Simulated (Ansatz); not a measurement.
## Moving the knobs of a GW run on VBiO4 (Clinobisvanite)

A base run on VBiO4 (Clinobisvanite), then changed inputs.

Calculated with Ansatz 0.2.0; G0W0 on LDA, plane waves, PAW.

Report form: the programs' logs are mostly left out.

## (1) The starting structure

It takes space group C2/c (No. 15, monoclinic). Conventional cell: a = 7.247 Å, b = 11.697 Å, c = 5.090 Å, α = 90.00°, β = 134.22°, γ = 90.00°. V has 4 O at 1.69 to 1.77 Å nearest. Nearest to Bi lie 8 O at 2.35 to 2.63 Å. Nearest to O lie 1 V at 1.77 Å and 2 Bi at 2.35 to 2.37 Å. Nearest to O lie 1 V at 1.69 Å and 2 Bi at 2.52 to 2.63 Å. Farther neighbours and most contacts between anions are not listed.

The cell and positions come from the Crystallography Open Database and are kept as given unless a step says otherwise. Spin-orbit coupling is left out unless a step names it. The default PAW set here is soft_2. Its files were made with PBE.

## (2) The base run: 2×2×4 mesh, 394 empty bands, screening to 108 eV

G0W0 replaces the xc potential by the self-energy, built once from these orbitals. Only a window of levels is corrected, while the sums run over the empty bands that the input names.

Contents of input.yaml:

```yaml
crystal:
  lattice:
    - [3.6235830947, -5.8486, 0.0]
    - [3.6235830947, 5.8486, 0.0]
    - [-3.5500110127, 0.0, 3.6473943918]
  atoms:
    - { symbol: V, position: [0.87, 0.13, 0.75] }
    - { symbol: V, position: [0.13, 0.87, 0.25] }
    - { symbol: Bi, position: [0.3665, 0.6335, 0.75] }
    - { symbol: Bi, position: [0.6335, 0.3665, 0.25] }
    - { symbol: O, position: [0.9383, 0.3547, 0.6388] }
    - { symbol: O, position: [0.6453, 0.0617, 0.8612] }
    - { symbol: O, position: [0.0617, 0.6453, 0.3612] }
    - { symbol: O, position: [0.3547, 0.9383, 0.1388] }
    - { symbol: O, position: [0.8113, 0.7099, 0.8796] }
    - { symbol: O, position: [0.2901, 0.1887, 0.6204] }
    - { symbol: O, position: [0.1887, 0.2901, 0.1204] }
    - { symbol: O, position: [0.7099, 0.8113, 0.3796] }
kpoints:
  mp_grid: { grid: [2, 2, 4] }
hamiltonian:
  xc: lda
scf:
  occupations: { method: fixed }
gw:
  n_empty_bands: 394
  ecut_chi: 108
  qp_bands: [v4, c4]
  qp_kpoints: band_edges
  screening: { model: contour_deformation }
```

Launch:

```bash
$ ansatz run input.yaml --threads 3 --pin off --max-ram 92160MiB --backend cuda --events-out ev --progress --plain --runs-dir out --devices 1 --max-vram 13GiB  # rebuilt from the run's record
```

The job ended after 29 s (1 × NVIDIA H100 80GB HBM3 (shared by 6 runs) with 3 threads of AMD EPYC 7R13 (Zen 3), shared host; peak memory 1.5 GiB; 50 s of CPU time).

Numbers from this step:

| Quantity | Value |
| --- | --- |
| bands summed | 446 |
| RPA ε∞ on this mesh (eigenvalues) | 5.947, 6.901, 7.428 |
| plane waves in the screening matrix | 401 |
| q-points in the mesh | 16 |
| G0W0 gap on the mesh | 3.704 eV |
| k of the valence top | 0, 0, 0.25 |
| k of the conduction bottom | 0, -0.5, -0.5 |
| starting gap on the mesh | 2.299 eV |
| Z at the valence top | 0.7320 |
| Z at the conduction bottom | 0.7218 |
| least direct G0W0 gap on the computed points | 3.766 eV |

The gap on the mesh goes from 2.30 eV to 3.70 eV, a correction of +1.40 eV. Between the two edge states, bare exchange in place of the xc potential would open the gap by 10.73 eV, and correlation takes back 9.33 eV.

## (3) Variant: all filled levels at the zone centre

input.yaml: that of step 2 with these lines changed.

```diff
@@ -25,6 +25,6 @@
 gw:
-  n_empty_bands: 394
-  ecut_chi: 108
-  qp_bands: [v4, c4]
-  qp_kpoints: band_edges
+  n_empty_bands: 351
+  ecut_chi: 100
+  qp_bands: [lowest, c2]
+  qp_kpoints: [[0, 0, 0]]
   screening: { model: contour_deformation }
```

Run time: 13 s. Hardware: 1 × NVIDIA H100 80GB HBM3 (shared by 6 runs) with 3 threads; peak memory 1.4 GiB; 24 s of CPU time.

Absolute levels on the run's own zero. QP, by row, the first 40 of 54 rows:

| k index | band | KS (eV) | Sigma_x (eV) | Sigma_c (eV) | Vxc (eV) | Z | QP linearised (eV) | QP (eV) | source | doubts |
| --- | --- | --- | --- | --- | --- | --- | --- | --- | --- | --- |
| 0 | 1 | -55.38 | -51.81 | 16.59 | -33.22 | 0.625 | -57.63 | -57.39 | root | energies_apart |
| 0 | 2 | -55.38 | -51.81 | 16.59 | -33.22 | 0.6253 | -57.63 | -57.38 | root | energies_apart |
| 0 | 3 | -29.71 | -43.2 | 11.39 | -31.14 | 0.645 | -30.4 | -30.38 | root |  |
| 0 | 4 | -29.7 | -43.21 | 11.39 | -31.14 | 0.6449 | -30.39 | -30.38 | root |  |
| 0 | 5 | -29.64 | -43.1 | 11.34 | -31.17 | 0.63 | -30.23 | -30.22 | root |  |
| 0 | 6 | -29.63 | -43.11 | 11.33 | -31.2 | 0.6308 | -30.22 | -30.21 | root |  |
| 0 | 7 | -29.63 | -43.11 | 11.33 | -31.18 | 0.6333 | -30.25 | -30.24 | root |  |
| 0 | 8 | -29.63 | -43.11 | 11.33 | -31.18 | 0.6332 | -30.24 | -30.23 | root |  |
| 0 | 9 | -13.68 | -42.86 | 6.635 | -34.02 | 0.745 | -16.13 | -15.89 | root | energies_apart |
| 0 | 10 | -13.64 | -42.92 | 6.547 | -34.14 | 0.7472 | -16.14 | -15.88 | root | energies_apart |
| 0 | 11 | -13.62 | -42.99 | 6.552 | -34.21 | 0.7478 | -16.11 | -15.85 | root | energies_apart |
| 0 | 12 | -13.6 | -43.14 | 6.485 | -34.4 | 0.7486 | -16.13 | -15.85 | root | energies_apart |
| 0 | 13 | -13.58 | -43.1 | 6.441 | -34.4 | 0.7497 | -16.12 | -15.84 | root | energies_apart |
| 0 | 14 | -13.58 | -43.13 | 6.353 | -34.52 | 0.7492 | -16.13 | -15.84 | root | energies_apart |
| 0 | 15 | -13.58 | -43.06 | 6.416 | -34.39 | 0.7506 | -16.12 | -15.83 | root | energies_apart |
| 0 | 16 | -13.57 | -43.14 | 6.37 | -34.51 | 0.7491 | -16.11 | -15.82 | root | energies_apart |
| 0 | 17 | -13.54 | -43.19 | 6.438 | -34.5 | 0.7498 | -16.07 | -15.8 | root | energies_apart |
| 0 | 18 | -13.54 | -43.19 | 6.391 | -34.54 | 0.7521 | -16.1 | -15.8 | root | energies_apart |
| 0 | 19 | -9.762 | -31.45 | 10.66 | -20.06 | 0.5875 | -10.54 | -10.5 | root | z_under_floor |
| 0 | 20 | -8.4 | -33.14 | 10.4 | -21.75 | 0.6995 | -9.46 | -9.393 | root |  |
| 0 | 21 | -8.229 | -33.67 | 10.25 | -22.34 | 0.6955 | -9.369 | -9.305 | root |  |
| 0 | 22 | -8.072 | -33.75 | 10.22 | -22.44 | 0.7044 | -9.224 | -9.165 | root |  |
| 0 | 23 | -8.053 | -33.87 | 10.32 | -22.47 | 0.6976 | -9.214 | -9.142 | root |  |
| 0 | 24 | -7.945 | -33.62 | 10.27 | -22.33 | 0.7313 | -9.039 | -8.969 | root |  |
| 0 | 25 | -7.838 | -33.91 | 10.25 | -22.64 | 0.7197 | -8.909 | -8.862 | root |  |
| 0 | 26 | -7.719 | -33.8 | 10.25 | -22.52 | 0.7255 | -8.775 | -8.739 | root |  |
| 0 | 27 | -1.759 | -22.11 | 4.669 | -17.21 | 0.7179 | -1.99 | -1.989 | root |  |
| 0 | 28 | -0.717 | -23.4 | 4.489 | -18.62 | 0.7317 | -1.016 | -1.015 | root |  |
| 0 | 29 | 2.886 | -24.18 | 5.163 | -19.04 | 0.6559 | 2.903 | 2.903 | root |  |
| 0 | 30 | 3.199 | -23.95 | 5.212 | -18.69 | 0.6651 | 3.159 | 3.159 | root |  |
| 0 | 31 | 3.469 | -23.29 | 5.493 | -17.79 | 0.623 | 3.469 | 3.469 | root |  |
| 0 | 32 | 3.62 | -23.67 | 5.104 | -18.54 | 0.6526 | 3.593 | 3.593 | root |  |
| 0 | 33 | 4.134 | -23.06 | 5.357 | -17.6 | 0.6259 | 4.036 | 4.036 | root |  |
| 0 | 34 | 4.422 | -24.68 | 4.673 | -20.04 | 0.6773 | 4.455 | 4.455 | root |  |
| 0 | 35 | 4.737 | -25.22 | 4.507 | -20.79 | 0.6855 | 4.815 | 4.815 | root |  |
| 0 | 36 | 4.838 | -25.71 | 4.918 | -20.77 | 0.6877 | 4.82 | 4.82 | root |  |
| 0 | 37 | 4.939 | -24.75 | 4.829 | -19.87 | 0.6838 | 4.89 | 4.89 | root |  |
| 0 | 38 | 5.049 | -25.76 | 4.943 | -20.81 | 0.674 | 5.043 | 5.043 | root |  |
| 0 | 39 | 5.279 | -24.56 | 4.463 | -20.13 | 0.6748 | 5.31 | 5.31 | root |  |
| 0 | 40 | 5.499 | -24.5 | 4.729 | -19.71 | 0.6807 | 5.445 | 5.445 | root |  |

Against the base:

| setting | base | variant |
| --- | --- | --- |
| empty bands | 394 | 351 |
| screening cutoff (eV) | 108 | 100 |
| levels asked | v4 to c4 | lowest to c2 |
| points asked | band edges | [[0, 0, 0]] |

## (4) Variant: guard bands

input.yaml: that of step 3 with these lines changed.

```diff
@@ -25,6 +25,7 @@
 gw:
-  n_empty_bands: 351
-  ecut_chi: 100
-  qp_bands: [lowest, c2]
-  qp_kpoints: [[0, 0, 0]]
+  n_empty_bands: 251
+  ecut_chi: 80
+  qp_bands: [v4, c4]
+  qp_kpoints: band_edges
   screening: { model: contour_deformation }
+  n_guard_bands: 0
```

Wall time 18 s (1 × NVIDIA H100 80GB HBM3 (shared by 6 runs) with 3 threads); peak memory 1.3 GiB.

The G0W0 gap on the mesh is 3.718 eV.

Against the base:

| setting | base | variant |
| --- | --- | --- |
| empty bands | 394 | 251 |
| screening cutoff (eV) | 108 | 80 |
| n guard bands | - | 0 |

| quantity | variant | base |
| --- | --- | --- |
| starting gap on the mesh | 2.299 | 2.299 |
| G0W0 gap on the mesh | 3.718 | 3.704 |
| least direct G0W0 gap on the computed points | 3.784 | 3.766 |
| Z at the valence top | 0.735 | 0.732 |
| Z at the conduction bottom | 0.725 | 0.722 |

## (5) Outcome

| Item | Value |
| --- | --- |
| base | 3.70 eV, 29 s |
| all filled levels at the zone centre | direct gap at the listed points 4.50 eV, 13 s |
| guard bands | 3.72 eV, 18 s |

In words: All filled levels at the zone centre: only the listed points were computed; the least direct gap there is 4.50 eV, with empty bands, screening cutoff, levels asked and points asked changed against the base. Guard bands: the gap moves by +0.01 eV. The variant differs from the base in empty bands, screening cutoff and n guard bands together, so the change can't be laid to one of them. All runs here use a coarse mesh and modest cutoffs; they test settings and are not final values. The 2×2×4 mesh is coarse for this cell (its supercell is 14 Å along the shortest edge). The RPA ε∞ on it, from the LDA start, is 5.95, 6.90 and 7.43; such meshes misread the long-range screening, most where the gap is narrow. Where an edge is built on 6p states of lead, bismuth or thallium, scalar-relativistic gaps usually stand too wide, by a few tenths to over one eV. The runs have no spin polarisation. For a closed low-spin shell that is the natural state; where a d or f shell is open it is a constraint, and the gap is then not the crystal's own. With d states at the gap, one-shot GW leans hard on its start. The many-body steps are scalar-relativistic: spin-orbit coupling is not in them.

[Paths, hosts, dates, memory and timing lines, banners, echoed tables and standing remarks are left out of the program output.]

[Logs are printed without paths, hosts, clocks, repeated set-up lines and the standing remarks that a program may print on its own settings, such as how far it seeks lower states.]

[Runs of the session that timed out or met a known fault of the program may be left out.]

[Cells called generated may have been cut or substituted from an entry of the Crystallography Open Database or the Materials Project.]

[Hosts, paths, dates, database ids (printed as entryN), source tags and the programs' standing remarks are cut or masked in the printed files.]
